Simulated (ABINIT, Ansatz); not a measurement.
# SnTe2 (Fm-3m): zone-centre phonons, part 2 of 2

Aim: the zone-centre modes of SnTe2 (Fm-3m).

ABINIT 10.8.3; DFT LDA, scalar-relativistic, plane waves, HGH norm-conserving pseudopotentials.

So far. Step 4 (Zone-centre response): The acoustic modes at Γ come out as far as 0.7 cm⁻¹ from zero, where they should vanish, a small numerical error. The relaxed cell has a = 7.245 Å (conventional setting).

The structure was built from a prototype and need not be the compound's stable phase.

## (5) Zone-centre analysis

anaddb reads the merged derivatives and imposes the acoustic sum rule.

File anaddb.abi:

```
ddb_filepath "gamma_DDB"
output_file "anaddb.abo"
outdata_prefix "anaddb"
asr 1
chneut 1
enunit 2
eivec 1
nph1l 1
qph1l 0.0 0.0 0.0 1.0
```

File mrgddb.in:

```
gamma_DDB
merged
2
dfpt_gammao_DDB
gso_DDB
```

Command:

```bash
> mrgddb < mrgddb.in > mrgddb.log
> OMP_NUM_THREADS=1 anaddb anaddb.abi > anaddb.log
```

anaddb.abo, the main output file:

```text
-outvars_anaddb: echo values of input variables ----------------------

 Miscellaneous information :
      enunit         2
       eivec         1
         asr         1
 First list of wavevector (reduced coord.) :
       nph1l         1
       qph1l
                     0.00000000E+00  0.00000000E+00  0.00000000E+00    1.000E+00

================================================================================

 read the DDB information and perform some checks

  ==== Info on the Cryst% object ====
 Real(R)+Recip(G) space primitive vectors, cartesian coordinates (Bohr,Bohr^-1):
 R(1)= -6.8451661  0.0000000  6.8451661  G(1)= -0.0730442 -0.0730442  0.0730442
 R(2)=  0.0000000  6.8451661  6.8451661  G(2)=  0.0730442  0.0730442  0.0730442
 R(3)= -6.8451661  6.8451661  0.0000000  G(3)= -0.0730442  0.0730442 -0.0730442
 Unit cell volume ucvol=  6.4147831E+02 bohr^3
 Angles (23,13,12)=  6.00000000E+01  6.00000000E+01  6.00000000E+01 degrees
 Time-reversal symmetry is present
 Reduced atomic positions [iatom, xred, symbol]:
    1)    0.0000000  0.0000000  0.0000000  Sn
    2)    0.7500000  0.7500000  0.7500000  Te
    3)    0.2500000  0.2500000  0.2500000  Te

 DDB file with 3 blocks has been read.

================================================================================

 Treat the first list of vectors

  Phonon wavevector (reduced coordinates) :  0.00000  0.00000  0.00000
 Phonon energies in Hartree :
   0.000000E+00  0.000000E+00  0.000000E+00  3.627170E-04  3.627170E-04
   3.627170E-04  3.760538E-04  3.760538E-04  3.760538E-04
 Phonon energies in meV     :
-  0.000000E+00  0.000000E+00  0.000000E+00  9.870032E+00  9.870032E+00
-  9.870032E+00  1.023295E+01  1.023295E+01  1.023295E+01
 Phonon frequencies in cm-1    :
-  0.000000E+00  0.000000E+00  0.000000E+00  7.960718E+01  7.960718E+01
-  7.960718E+01  8.253427E+01  8.253427E+01  8.253427E+01
 Phonon frequencies in Thz     :
-  0.000000E+00  0.000000E+00  0.000000E+00  2.386563E+00  2.386563E+00
-  2.386563E+00  2.474315E+00  2.474315E+00  2.474315E+00
 Phonon energies in Kelvin  :
-  0.000000E+00  0.000000E+00  0.000000E+00  1.145370E+02  1.145370E+02
-  1.145370E+02  1.187484E+02  1.187484E+02  1.187484E+02

 Eigendisplacements
 (will be given, for each mode : in cartesian coordinates
   for each atom the real part of the displacement vector,
   then the imaginary part of the displacement vector - absolute values smaller than 1.0d-7 are set to zero)
  Mode number    1   Energy    0.000000E+00
 Attention : low frequency mode.
   (Could be unstable or acoustic mode)
-  1  0.00000000E+00  0.00000000E+00 -1.21125866E-03
-     0.00000000E+00  0.00000000E+00  0.00000000E+00
-  2  0.00000000E+00  0.00000000E+00 -1.21125667E-03
-     0.00000000E+00  0.00000000E+00  0.00000000E+00
-  3  0.00000000E+00  0.00000000E+00 -1.21125667E-03
-     0.00000000E+00  0.00000000E+00  0.00000000E+00
  Mode number    2   Energy    0.000000E+00
 Attention : low frequency mode.
   (Could be unstable or acoustic mode)
-  1  0.00000000E+00  1.21125866E-03  0.00000000E+00
-     0.00000000E+00  0.00000000E+00  0.00000000E+00
-  2  0.00000000E+00  1.21125667E-03  0.00000000E+00
-     0.00000000E+00  0.00000000E+00  0.00000000E+00
-  3  0.00000000E+00  1.21125667E-03  0.00000000E+00
-     0.00000000E+00  0.00000000E+00  0.00000000E+00
  Mode number    3   Energy    0.000000E+00
 Attention : low frequency mode.
   (Could be unstable or acoustic mode)
-  1  1.21125866E-03  0.00000000E+00  0.00000000E+00
-     0.00000000E+00  0.00000000E+00  0.00000000E+00
-  2  1.21125667E-03  0.00000000E+00  0.00000000E+00
-     0.00000000E+00  0.00000000E+00  0.00000000E+00
-  3  1.21125667E-03  0.00000000E+00  0.00000000E+00
-     0.00000000E+00  0.00000000E+00  0.00000000E+00
  Mode number    4   Energy    3.627170E-04
-  1  0.00000000E+00  0.00000000E+00  0.00000000E+00
-     0.00000000E+00  0.00000000E+00  0.00000000E+00
-  2  0.00000000E+00  0.00000000E+00  1.46615408E-03
-     0.00000000E+00  0.00000000E+00  0.00000000E+00
-  3  0.00000000E+00  0.00000000E+00 -1.46615408E-03
-     0.00000000E+00  0.00000000E+00  0.00000000E+00
  Mode number    5   Energy    3.627170E-04
-  1  0.00000000E+00  0.00000000E+00  0.00000000E+00
-     0.00000000E+00  0.00000000E+00  0.00000000E+00
-  2  0.00000000E+00  1.46615408E-03  0.00000000E+00
-     0.00000000E+00  0.00000000E+00  0.00000000E+00
-  3  0.00000000E+00 -1.46615408E-03  0.00000000E+00
-     0.00000000E+00  0.00000000E+00  0.00000000E+00
  Mode number    6   Energy    3.627170E-04
-  1  0.00000000E+00  0.00000000E+00  0.00000000E+00
-     0.00000000E+00  0.00000000E+00  0.00000000E+00
-  2  1.46615408E-03  0.00000000E+00  0.00000000E+00
-     0.00000000E+00  0.00000000E+00  0.00000000E+00
-  3 -1.46615408E-03  0.00000000E+00  0.00000000E+00
-     0.00000000E+00  0.00000000E+00  0.00000000E+00
  Mode number    7   Energy    3.760538E-04
-  1  0.00000000E+00  0.00000000E+00 -1.77595871E-03
-     0.00000000E+00  0.00000000E+00  0.00000000E+00
-  2  0.00000000E+00  0.00000000E+00  8.26114437E-04
-     0.00000000E+00  0.00000000E+00  0.00000000E+00
-  3  0.00000000E+00  0.00000000E+00  8.26114437E-04
-     0.00000000E+00  0.00000000E+00  0.00000000E+00
  Mode number    8   Energy    3.760538E-04
-  1  0.00000000E+00 -1.77595871E-03  0.00000000E+00
-     0.00000000E+00  0.00000000E+00  0.00000000E+00
-  2  0.00000000E+00  8.26114437E-04  0.00000000E+00
-     0.00000000E+00  0.00000000E+00  0.00000000E+00
-  3  0.00000000E+00  8.26114437E-04  0.00000000E+00
-     0.00000000E+00  0.00000000E+00  0.00000000E+00
  Mode number    9   Energy    3.760538E-04
-  1  1.77595871E-03  0.00000000E+00  0.00000000E+00
-     0.00000000E+00  0.00000000E+00  0.00000000E+00
-  2 -8.26114437E-04  0.00000000E+00  0.00000000E+00
-     0.00000000E+00  0.00000000E+00  0.00000000E+00
-  3 -8.26114437E-04  0.00000000E+00  0.00000000E+00
-     0.00000000E+00  0.00000000E+00  0.00000000E+00

 Analysis of degeneracies and characters (maximum tolerance=1.00E-06 a.u.)
 For each vibration mode, or group of modes if degenerate,
 the characters are given for each symmetry operation (see the list in the log file).
 Symmetry characters of vibration mode #   1
       degenerate with vibration modes #   2 to    3
  3.0 -3.0 -1.0  1.0 -1.0  1.0 -1.0  1.0  1.0 -1.0 -1.0  1.0  1.0 -1.0 -1.0  1.0
  0.0 -0.0 -0.0  0.0  0.0 -0.0 -0.0  0.0  1.0 -1.0 -1.0  1.0 -1.0  1.0  1.0 -1.0
  0.0 -0.0  0.0 -0.0 -0.0  0.0 -0.0  0.0  1.0 -1.0  1.0 -1.0 -1.0  1.0 -1.0  1.0
 Symmetry characters of vibration mode #   4
       degenerate with vibration modes #   5 to    6
  3.0  3.0 -1.0 -1.0 -1.0 -1.0 -1.0 -1.0  1.0  1.0 -1.0 -1.0  1.0  1.0 -1.0 -1.0
 -0.0 -0.0  0.0  0.0 -0.0 -0.0  0.0  0.0  1.0  1.0 -1.0 -1.0 -1.0 -1.0  1.0  1.0
 -0.0 -0.0 -0.0 -0.0  0.0  0.0  0.0  0.0  1.0  1.0  1.0  1.0 -1.0 -1.0 -1.0 -1.0
 Symmetry characters of vibration mode #   7
       degenerate with vibration modes #   8 to    9
  3.0 -3.0 -1.0  1.0 -1.0  1.0 -1.0  1.0  1.0 -1.0 -1.0  1.0  1.0 -1.0 -1.0  1.0
  0.0 -0.0 -0.0  0.0  0.0 -0.0 -0.0  0.0  1.0 -1.0 -1.0  1.0 -1.0  1.0  1.0 -1.0
  0.0 -0.0  0.0 -0.0 -0.0  0.0 -0.0  0.0  1.0 -1.0  1.0 -1.0 -1.0  1.0 -1.0  1.0
-
```

Run time: 0.76 s. Hardware: 1 thread of Intel Xeon at 2.70GHz, shared host.

This step gave:

| Item | Value |
| --- | --- |
| lowest optical zone-centre mode | 79.61 cm⁻¹ |

No LO-TO term; unit eigenvectors of the mass-weighted matrix, from anaddb's displacements. Modes at Γ, with each element's share of the kinetic energy:

| mode | frequency (cm⁻¹) | symmetry | Sn % | Te % |
| --- | --- | --- | --- | --- |
| 1 | 0.0 | acoustic | 32 | 68 |
| 2 | 0.0 | acoustic | 32 | 68 |
| 3 | 0.0 | acoustic | 32 | 68 |
| 4 | 79.6 | T2g | 0 | 100 |
| 5 | 79.6 | T2g | 0 | 100 |
| 6 | 79.6 | T2g | 0 | 100 |
| 7 | 82.5 | T1u | 68 | 32 |
| 8 | 82.5 | T1u | 68 | 32 |
| 9 | 82.5 | T1u | 68 | 32 |

Displacements in mode 4 (79.6 cm⁻¹), the largest set to 1:
```
Sn1  0.00  0.00  0.00
Te2  0.00  0.00  1.00
Te3  0.00  0.00 -1.00
```

Displacements in mode 7 (82.5 cm⁻¹), the largest set to 1:
```
Sn1  0.00  0.00 -1.00
Te2  0.00  0.00  0.47
Te3  0.00  0.00  0.47
```

The rule moves no optical mode by more than 0.1 cm⁻¹.

## (6) Sum rules set otherwise (asr 0)

Without the rule the raw error of the acoustic modes shows.

Changes to anaddb.abi since step 5:

```diff
@@ -3,4 +3,4 @@
 outdata_prefix "anaddb"
-asr 1
-chneut 1
+asr 0
+chneut 0
 enunit 2
```

mrgddb.in is that of step 5.

anaddb.abo, the main output file:

```text
-outvars_anaddb: echo values of input variables ----------------------

 Miscellaneous information :
      enunit         2
       eivec         1
      chneut         0
 First list of wavevector (reduced coord.) :
       nph1l         1
       qph1l
                     0.00000000E+00  0.00000000E+00  0.00000000E+00    1.000E+00

================================================================================

 read the DDB information and perform some checks

  ==== Info on the Cryst% object ====
 Real(R)+Recip(G) space primitive vectors, cartesian coordinates (Bohr,Bohr^-1):
 R(1)= -6.8451661  0.0000000  6.8451661  G(1)= -0.0730442 -0.0730442  0.0730442
 R(2)=  0.0000000  6.8451661  6.8451661  G(2)=  0.0730442  0.0730442  0.0730442
 R(3)= -6.8451661  6.8451661  0.0000000  G(3)= -0.0730442  0.0730442 -0.0730442
 Unit cell volume ucvol=  6.4147831E+02 bohr^3
 Angles (23,13,12)=  6.00000000E+01  6.00000000E+01  6.00000000E+01 degrees
 Time-reversal symmetry is present
 Reduced atomic positions [iatom, xred, symbol]:
    1)    0.0000000  0.0000000  0.0000000  Sn
    2)    0.7500000  0.7500000  0.7500000  Te
    3)    0.2500000  0.2500000  0.2500000  Te

 DDB file with 3 blocks has been read.

================================================================================

 Treat the first list of vectors

  Phonon wavevector (reduced coordinates) :  0.00000  0.00000  0.00000
 Phonon energies in Hartree :
  -3.162930E-06 -3.162930E-06 -3.162928E-06  3.626990E-04  3.626990E-04
   3.626990E-04  3.760451E-04  3.760451E-04  3.760451E-04
 Phonon energies in meV     :
- -8.606772E-02 -8.606770E-02 -8.606767E-02  9.869544E+00  9.869544E+00
-  9.869544E+00  1.023271E+01  1.023271E+01  1.023271E+01
 Phonon frequencies in cm-1    :
- -6.941829E-01 -6.941828E-01 -6.941826E-01  7.960324E+01  7.960324E+01
-  7.960324E+01  8.253237E+01  8.253237E+01  8.253237E+01
 Phonon frequencies in Thz     :
- -2.081108E-02 -2.081108E-02 -2.081107E-02  2.386445E+00  2.386445E+00
-  2.386445E+00  2.474258E+00  2.474258E+00  2.474258E+00
 Phonon energies in Kelvin  :
- -9.987744E-01 -9.987742E-01 -9.987738E-01  1.145313E+02  1.145313E+02
-  1.145313E+02  1.187457E+02  1.187457E+02  1.187457E+02

 Eigendisplacements
 (will be given, for each mode : in cartesian coordinates
   for each atom the real part of the displacement vector,
   then the imaginary part of the displacement vector - absolute values smaller than 1.0d-7 are set to zero)
  Mode number    1   Energy   -3.162930E-06
 Attention : low frequency mode.
   (Could be unstable or acoustic mode)
-  1  0.00000000E+00  0.00000000E+00  1.21120290E-03
-     0.00000000E+00  0.00000000E+00  0.00000000E+00
-  2  0.00000000E+00  0.00000000E+00  1.21128261E-03
-     0.00000000E+00  0.00000000E+00  0.00000000E+00
-  3  0.00000000E+00  0.00000000E+00  1.21128261E-03
-     0.00000000E+00  0.00000000E+00  0.00000000E+00
  Mode number    2   Energy   -3.162930E-06
 Attention : low frequency mode.
   (Could be unstable or acoustic mode)
-  1  0.00000000E+00 -1.21120290E-03  0.00000000E+00
-     0.00000000E+00  0.00000000E+00  0.00000000E+00
-  2  0.00000000E+00 -1.21128261E-03  0.00000000E+00
-     0.00000000E+00  0.00000000E+00  0.00000000E+00
-  3  0.00000000E+00 -1.21128261E-03  0.00000000E+00
-     0.00000000E+00  0.00000000E+00  0.00000000E+00
  Mode number    3   Energy   -3.162928E-06
 Attention : low frequency mode.
   (Could be unstable or acoustic mode)
-  1  1.21120290E-03  0.00000000E+00  0.00000000E+00
-     0.00000000E+00  0.00000000E+00  0.00000000E+00
-  2  1.21128261E-03  0.00000000E+00  0.00000000E+00
-     0.00000000E+00  0.00000000E+00  0.00000000E+00
-  3  1.21128261E-03  0.00000000E+00  0.00000000E+00
-     0.00000000E+00  0.00000000E+00  0.00000000E+00
  Mode number    4   Energy    3.626990E-04
-  1  0.00000000E+00  0.00000000E+00  0.00000000E+00
-     0.00000000E+00  0.00000000E+00  0.00000000E+00
-  2  0.00000000E+00  0.00000000E+00  1.46615408E-03
-     0.00000000E+00  0.00000000E+00  0.00000000E+00
-  3  0.00000000E+00  0.00000000E+00 -1.46615408E-03
-     0.00000000E+00  0.00000000E+00  0.00000000E+00
  Mode number    5   Energy    3.626990E-04
-  1  0.00000000E+00  0.00000000E+00  0.00000000E+00
-     0.00000000E+00  0.00000000E+00  0.00000000E+00
-  2  0.00000000E+00  1.46615408E-03  0.00000000E+00
-     0.00000000E+00  0.00000000E+00  0.00000000E+00
-  3  0.00000000E+00 -1.46615408E-03  0.00000000E+00
-     0.00000000E+00  0.00000000E+00  0.00000000E+00
  Mode number    6   Energy    3.626990E-04
-  1  0.00000000E+00  0.00000000E+00  0.00000000E+00
-     0.00000000E+00  0.00000000E+00  0.00000000E+00
-  2  1.46615408E-03  0.00000000E+00  0.00000000E+00
-     0.00000000E+00  0.00000000E+00  0.00000000E+00
-  3 -1.46615408E-03  0.00000000E+00  0.00000000E+00
-     0.00000000E+00  0.00000000E+00  0.00000000E+00
  Mode number    7   Energy    3.760451E-04
-  1  0.00000000E+00  0.00000000E+00  1.77599674E-03
-     0.00000000E+00  0.00000000E+00  0.00000000E+00
-  2  0.00000000E+00  0.00000000E+00 -8.26076407E-04
-     0.00000000E+00  0.00000000E+00  0.00000000E+00
-  3  0.00000000E+00  0.00000000E+00 -8.26076407E-04
-     0.00000000E+00  0.00000000E+00  0.00000000E+00
  Mode number    8   Energy    3.760451E-04
-  1  0.00000000E+00 -1.77599674E-03  0.00000000E+00
-     0.00000000E+00  0.00000000E+00  0.00000000E+00
-  2  0.00000000E+00  8.26076407E-04  0.00000000E+00
-     0.00000000E+00  0.00000000E+00  0.00000000E+00
-  3  0.00000000E+00  8.26076407E-04  0.00000000E+00
-     0.00000000E+00  0.00000000E+00  0.00000000E+00
  Mode number    9   Energy    3.760451E-04
-  1  1.77599674E-03  0.00000000E+00  0.00000000E+00
-     0.00000000E+00  0.00000000E+00  0.00000000E+00
-  2 -8.26076407E-04  0.00000000E+00  0.00000000E+00
-     0.00000000E+00  0.00000000E+00  0.00000000E+00
-  3 -8.26076407E-04  0.00000000E+00  0.00000000E+00
-     0.00000000E+00  0.00000000E+00  0.00000000E+00

 Analysis of degeneracies and characters (maximum tolerance=1.00E-06 a.u.)
 For each vibration mode, or group of modes if degenerate,
 the characters are given for each symmetry operation (see the list in the log file).
 Symmetry characters of vibration mode #   1
       degenerate with vibration modes #   2 to    3
  3.0 -3.0 -1.0  1.0 -1.0  1.0 -1.0  1.0  1.0 -1.0 -1.0  1.0  1.0 -1.0 -1.0  1.0
  0.0 -0.0 -0.0  0.0  0.0 -0.0 -0.0  0.0  1.0 -1.0 -1.0  1.0 -1.0  1.0  1.0 -1.0
  0.0 -0.0  0.0 -0.0 -0.0  0.0 -0.0  0.0  1.0 -1.0  1.0 -1.0 -1.0  1.0 -1.0  1.0
 Symmetry characters of vibration mode #   4
       degenerate with vibration modes #   5 to    6
  3.0  3.0 -1.0 -1.0 -1.0 -1.0 -1.0 -1.0  1.0  1.0 -1.0 -1.0  1.0  1.0 -1.0 -1.0
 -0.0 -0.0  0.0  0.0 -0.0 -0.0  0.0  0.0  1.0  1.0 -1.0 -1.0 -1.0 -1.0  1.0  1.0
 -0.0 -0.0 -0.0 -0.0  0.0  0.0  0.0  0.0  1.0  1.0  1.0  1.0 -1.0 -1.0 -1.0 -1.0
 Symmetry characters of vibration mode #   7
       degenerate with vibration modes #   8 to    9
  3.0 -3.0 -1.0  1.0 -1.0  1.0 -1.0  1.0  1.0 -1.0 -1.0  1.0  1.0 -1.0 -1.0  1.0
  0.0 -0.0 -0.0  0.0  0.0 -0.0 -0.0  0.0  1.0 -1.0 -1.0  1.0 -1.0  1.0  1.0 -1.0
  0.0 -0.0  0.0 -0.0 -0.0  0.0 -0.0  0.0  1.0 -1.0  1.0 -1.0 -1.0  1.0 -1.0  1.0
-
```

Run time: 0.7 s. Hardware: 1 thread.

Read from the output:

```yaml
lowest_optical_zone_centre_mode: 79.6 cm⁻¹
```

Zone-centre frequencies as printed; negative means imaginary. Modes:

| mode | frequency (cm⁻¹) |
| --- | --- |
| 1 | -0.69 |
| 2 | -0.69 |
| 3 | -0.69 |
| 4 | 79.6 |
| 5 | 79.6 |
| 6 | 79.6 |
| 7 | 82.53 |
| 8 | 82.53 |
| 9 | 82.53 |

## (7) Summary of results

```yaml
space_group_after_relaxation: Fm-3m
volume_per_atom: 31.7 Å³
highest_optical_zone_centre_mode_no_lo_to_term: 82.5 cm⁻¹
lowest_optical_zone_centre_mode: 79.6 cm⁻¹
imaginary_optical_modes_at_the_zone_centre_no_q_mesh_in_this_session: none
```

**Reading.** At the LDA level the optical modes of SnTe2 (Fm-3m) at the zone centre run from 80 to 83 cm⁻¹. These are harmonic frequencies at zero temperature: anharmonic shifts and linewidths and thermal expansion are left out. Spin-orbit coupling is left out, which can matter for the heavy elements here. The HGH files keep few electrons and have no core correction, which is cheap but rough for Sn. In a metal the frequencies hang on the k mesh and the smearing, most of all near Kohn anomalies. The structure is a hypothetical one, built on a prototype.

[Host names and launcher messages were left out of these logs when they were recorded.]

[Logs are printed without paths, hosts, clocks, repeated set-up lines and the standing remarks that a program may print on its own settings, such as how far it seeks lower states.]

[Hosts, paths, dates, database ids (printed as entryN), source tags and the programs' standing remarks are cut or masked in the printed files.]
